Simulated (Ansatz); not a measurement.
# (SrO)2(KF)1 [001] superlattice, started as rocksalt type: relaxing the cell for a phonon run, part 2 of 2

Task: relax (SrO)2(KF)1 [001] superlattice, started as rocksalt type tightly.

Ansatz 0.2.0; DFT LDA, scalar-relativistic, plane waves, PAW.

So far. Step 2 (A coarse first look): The coarse mesh shows a gap of 3.24 eV and a pressure of -5.9 GPa.

The structure was built from a prototype and need not be the compound's stable phase.

**4. Bringing the structure to rest (continued)**

ELF in the ac plane of the conventional cell at fractional y = 0.000, with atoms of F and K and O and Sr within 0.2 Å of it. It is the smooth field of the valence electrons, not physical close to the nuclei.

Values, 24 rows by 14 columns, each cell a mean:
```
0.79 0.83 0.84 0.72 0.40 0.09 0.02 0.01 0.03 0.18 0.53 0.78 0.84 0.81
0.42 0.38 0.29 0.17 0.07 0.02 0.01 0.01 0.01 0.03 0.10 0.22 0.33 0.40
0.50 0.49 0.44 0.36 0.24 0.10 0.04 0.02 0.05 0.14 0.28 0.40 0.46 0.49
0.63 0.73 0.80 0.72 0.49 0.20 0.06 0.04 0.09 0.30 0.59 0.76 0.79 0.70
0.61 0.73 0.80 0.72 0.50 0.20 0.06 0.04 0.09 0.31 0.59 0.76 0.78 0.68
0.45 0.44 0.39 0.31 0.19 0.09 0.04 0.03 0.05 0.13 0.24 0.34 0.41 0.44
0.63 0.60 0.51 0.33 0.13 0.04 0.03 0.03 0.03 0.06 0.19 0.40 0.56 0.62
0.33 0.55 0.81 0.78 0.46 0.11 0.04 0.03 0.05 0.20 0.60 0.82 0.74 0.46
0.59 0.71 0.82 0.72 0.39 0.09 0.03 0.03 0.04 0.17 0.52 0.79 0.79 0.66
0.47 0.44 0.35 0.20 0.07 0.02 0.02 0.02 0.02 0.04 0.12 0.26 0.39 0.46
0.50 0.47 0.39 0.26 0.12 0.03 0.01 0.01 0.02 0.05 0.16 0.31 0.42 0.48
0.64 0.74 0.78 0.66 0.36 0.09 0.02 0.01 0.03 0.17 0.48 0.72 0.78 0.71
0.72 0.76 0.75 0.59 0.31 0.08 0.02 0.01 0.03 0.14 0.42 0.67 0.76 0.74
0.32 0.29 0.22 0.14 0.06 0.02 0.01 0.01 0.01 0.03 0.09 0.17 0.25 0.30
0.65 0.63 0.53 0.35 0.14 0.04 0.02 0.02 0.02 0.06 0.20 0.43 0.58 0.64
0.38 0.58 0.81 0.77 0.46 0.11 0.04 0.03 0.05 0.20 0.60 0.82 0.75 0.50
0.51 0.67 0.82 0.72 0.39 0.09 0.04 0.03 0.04 0.17 0.53 0.79 0.77 0.60
0.45 0.42 0.33 0.19 0.08 0.03 0.03 0.03 0.03 0.05 0.12 0.25 0.37 0.43
0.63 0.61 0.56 0.46 0.30 0.13 0.05 0.03 0.07 0.18 0.36 0.50 0.59 0.62
0.52 0.68 0.80 0.74 0.52 0.21 0.07 0.04 0.10 0.32 0.62 0.78 0.78 0.62
0.73 0.77 0.77 0.67 0.45 0.18 0.06 0.03 0.08 0.27 0.54 0.72 0.78 0.76
0.33 0.32 0.28 0.23 0.15 0.07 0.03 0.02 0.04 0.10 0.18 0.25 0.30 0.32
0.62 0.59 0.49 0.32 0.13 0.03 0.01 0.01 0.01 0.05 0.19 0.39 0.53 0.60
0.72 0.80 0.86 0.78 0.48 0.11 0.02 0.01 0.03 0.22 0.61 0.83 0.85 0.77
```
Columns run along a (3.6 Å), rows up along c (15.5 Å), edges of the conventional cell, whose origin can differ from the input's. Atoms in or near the plane, at fractional coordinates: F at (0.00, 0.50), K at (0.00, 0.00), O at (0.00, 0.17), O at (0.00, 0.83), Sr at (0.00, 0.67), Sr at (0.00, 0.33).

Electrostatic potential energy in the ac plane of the conventional cell at fractional y = 0.000, with atoms of F and K and O and Sr within 0.2 Å of it. With pseudopotentials it is smooth inside the atoms' cores, unlike the true potential.

Values in eV, 24 rows by 14 columns, each cell a mean:
```
-35 -30 -18  -3   5   9  10  10   9   8   3  -8 -24 -33
  2   3   6   8   9  10  10  10  10  10   9   8   5   3
  9  11  12  12  11  11  10  10  10  11  12  12  12  10
-32 -23  -4  10  12  11  10  10  10  11  12   7 -12 -27
-35 -25  -6  10  12  11  10  10  11  12  12   6 -14 -29
  6   8  10  11  11  11  11  11  11  11  11  11  10   7
-23 -16  -5   3   7   9  10  10  10   8   6   1  -9 -19
-83 -82 -58 -17   1   7   9  10   9   5  -3 -28 -72 -83
-71 -65 -38 -10   2   7   9  10   9   6  -1 -17 -52 -68
 -3  -1   3   6   8   9  10  10  10   9   7   5   1  -2
  4   7  10  10  11  10  10  10  10  10  11  10   9   6
-35 -29  -9   9  11  11  10  10  10  11  11   5 -19 -32
-26 -20  -2  10  11  11  10  10  10  11  11   8 -10 -23
  8   9   9  10  10  10  10  10  10  10  10  10   9   8
-17 -11  -3   3   7   9  10  10  10   8   6   2  -6 -14
-81 -78 -53 -15   1   7   9  10   9   5  -3 -26 -67 -80
-77 -71 -44 -12   2   7   9  10   9   6  -1 -21 -58 -74
 -6  -3   2   6   8  10  10  11  10   9   8   5   0  -4
  0   4  10  12  12  11  11  11  11  11  12  11   8   2
-43 -32 -11   9  12  11  10  10  11  11  12   4 -20 -36
-19 -12   3  11  12  11  10  10  10  11  12  10  -3 -15
 11  11  11  11  11  11  10  10  10  11  11  11  11  11
 -6  -4   2   6   9  10  10  10  10   9   8   5   0  -5
-41 -36 -24  -7   5   8  10  10   9   7   1 -13 -30 -38
```
Columns run along a (3.6 Å; values clipped at the 3rd and 97th percentile), rows up along c (15.5 Å), edges of the conventional cell, whose origin can differ from the input's. Atoms in or near the plane, at fractional coordinates: F at (0.00, 0.50), K at (0.00, 0.00), O at (0.00, 0.17), O at (0.00, 0.83), Sr at (0.00, 0.67), Sr at (0.00, 0.33).

In this step the volume went from 16.52 to 16.47 Å³/atom.

**5. Tight relaxation**

Phonons need a cell at rest on their own settings, so the relaxation is repeated with tight tolerances on forces and stress, using the mesh and the filling of the phonon run that follows.

Input file input.yaml:

```yaml
crystal:
  lattice:
    - [2.5286916177, 2.5286916177, 0.0]
    - [-2.5286916177, 2.5286916177, 0.0]
    - [2.5286916177, 0.0, 7.7270117999]
  atoms:
    - { symbol: F, position: [0.1666666667, 0.8333333333, 0.6666666667] }
    - { symbol: K, position: [0.6666666667, 0.3333333333, 0.6666666667] }
    - { symbol: O, position: [0.4936594941, 0.5063405059, 0.0126810118] }
    - { symbol: O, position: [0.8396738392, 0.1603261608, 0.3206523215] }
    - { symbol: Sr, position: [-0.0020253896, 0.0020253896, 0.0040507792] }
    - { symbol: Sr, position: [0.335358723, 0.664641277, 0.3292825541] }
kpoints:
  mp_grid: { grid: [8, 8, 8] }
hamiltonian:
  xc: lda
scf:
  occupations: { method: fixed }
output:
  forces: true
  stress: true
  eigenvalues: true
relax:
  adjacent_minimum: "off"
  f_tol: 0.001
  max_steps: 60
  cell: { stress_tol: 0.01 }
```

Command:

```bash
$ ansatz run input.yaml --threads 8 --pin off --max-ram 14336MiB --backend cpu --events-out ev --progress --plain --runs-dir out
```

Numbers of over 12 decimals in the logs are rounded to 6 here.

What it wrote:

```text
[...]
Crystal: 6 atoms, lattice volume = 98.817 Å³
Basis set: ecut = 420 eV, 1905 PW (Γ)
Bands: 30, of which v1, the nominal top of the filled ones, is band 24 counted from 1 (23 counted from 0)
Symmetry: 16 space group operations
[...]
k-points: 59 of 512
[...]
- [2.5286916177, 2.5286916177, 0.0]
    - [-2.5286916177, 2.5286916177, 0.0]
    - [2.5286916177, 0.0, 7.7270117999]
  atoms:
    - { symbol: F, position: [0.166667, 0.833333, 0.666667] }
    - { symbol: K, position: [0.666667, 0.333333, 0.666667] }
    - { symbol: O, position: [0.493659, 0.506341, 0.012681] }
    - { symbol: O, position: [0.839674, 0.160326, 0.320652] }
    - { symbol: Sr, position: [-0.00202539, 0.00202539, 0.00405078] }
    - { symbol: Sr, position: [0.335359, 0.664641, 0.329283] }
[key lines of the parts left out:]
SCF converged after 8 iterations
Free energy (F): -10298.171921 eV
Fermi energy:    7.130858 eV
P = ⅓ Tr σ = 0.0008 GPa (0.008 kbar)
```

The job ended after 2.8 s (8 threads of Arm Neoverse V2, shared host; peak memory 0.54 GiB; 20 s of CPU time).

Little changed from the start: no atom moved by 0.005 Å and no cell edge by 0.1 %.

This step gave:

| Property | Result |
| --- | --- |
| pressure | 8.01e-4 GPa |
| gap on the k-mesh | 3.388 eV |

The largest force component left is 0.16 meV/Å and the pressure is 0.001 GPa, within the tolerances set. The cell now holds 16.47 Å³/atom.

**6. What came out**

| Quantity | Value |
| --- | --- |
| space group after relaxation (within 0.01 Å) | I4/mmm |
| lattice constant a | 3.576 Å |
| lattice constant b | 3.576 Å |
| lattice constant c | 15.454 Å |
| volume per atom | 16.5 Å³ |
| gap on the k-mesh | 3.39 eV |

In words: The largest force component left is 0.16 meV/Å and the pressure is 0.001 GPa, within the tolerances set. The cell now holds 16.47 Å³/atom. The relaxation keeps the symmetry of its start, so it says nothing on stability against lower symmetry. The starting cell was built on a prototype and not taken from a measurement, so the phase need not exist.

[Logs are printed without paths, hosts, clocks, repeated set-up lines and the standing remarks that a program may print on its own settings, such as how far it seeks lower states.]

[Hosts, paths, dates, database ids (printed as entryN), source tags and the programs' standing remarks are cut or masked in the printed files.]
